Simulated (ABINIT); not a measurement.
Planning a run of ABINIT 10.8.3 on BN (Qingsongite). The input:

```
acell 3*1.0 Angstrom
rprim 
  -0.000000000000 1.807500000000 1.807500000000
  1.807500000000 0.000000000000 1.807500000000
  1.807500000000 1.807500000000 -0.000000000000
ntypat 2
znucl 5 7
natom 2
typat 1 2
xred 
  0.000000000000 0.000000000000 0.000000000000
  0.250000000000 0.250000000000 0.250000000000
pp_dirpath "pseudos"
pseudos "B.upf, N.upf"
ecut 36
ngkpt 10 10 10
nshiftk 1
shiftk 0 0 0
kptopt 1
chksymbreak 0
istwfk *1
occopt 1
irdwfk 1
optdriver 3
nband 23
ecuteps 4.8
inclvkb 2
awtr 1
symchi 1
indata_prefix "in"
outdata_prefix "out"
tmpdata_prefix "tmp"
```

```sh
OMP_NUM_THREADS=1 mpirun -n 4 abinit run.abi > log
```

**Question.** How long will it take on 4 MPI ranks of Arm Neoverse V2, shared host, and how much memory?

It took 43 s; on shared hardware allow 22 s to 87 s. Peak host memory was 0.53 GiB.

[Paths, hosts, dates, memory and timing lines, banners, echoed tables and standing remarks are left out of the program output.]

[Logs are printed without paths, hosts, clocks, repeated set-up lines and the standing remarks that a program may print on its own settings, such as how far it seeks lower states.]

[Runs of the session that timed out or met a known fault of the program may be left out.]

[Hosts, paths, dates, database ids (printed as entryN), source tags and the programs' standing remarks are cut or masked in the printed files.]

[G0W0 gaps are taken among the corrected bands and points alone; a level outside them can change the order at an edge.]

[Where Ansatz stands beside ABINIT at settings called matched, ABINIT's density can come from a denser mesh and the files from another edition; pairs whose starting gaps differed by over 0.03 eV were left out, so agreement reads better than it is.]
